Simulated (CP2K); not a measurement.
Two runs for the N K edge of acetaldoxime. Run A: CP2K XAS_TDP, all-electron GAPW, PBEh(45%), aug-cc-pVDZ, TDA, no relativity. Run B differs in one setting.

First lines with a strength over 0.0015. A:

| atom | energy (eV) | states | strength, one atom |
| --- | --- | --- | --- |
| N3 (bonded to C and O) | 396.10 | 1 | 0.0561 |
|  | 398.58 | 1 | 0.0563 |
|  | 400.46 | 1 | 0.0048 |
|  | 401.27 | 1 | 0.0021 |
|  | 402.26 | 1 | 0.0032 |

B:

| atom | energy (eV) | states | strength, one atom |
| --- | --- | --- | --- |
| N3 (bonded to C and O) | 401.42 | 1 | 0.0553 |
|  | 403.90 | 1 | 0.0556 |
|  | 405.78 | 1 | 0.0048 |
|  | 406.58 | 1 | 0.0021 |
|  | 407.57 | 1 | 0.0032 |

Which was it: GW2X switched on, the functional, scalar relativity switched on, the basis?

GW2X switched on. GW2X shifts an atom's lines together and keeps their spacings. Against PBEh(45%) in aug-cc-pVDZ, the leading line moves by +5.32 eV, to 401.42 eV.

[Hosts, paths, dates, database ids (printed as entryN), source tags and the programs' standing remarks are cut or masked in the printed files.]
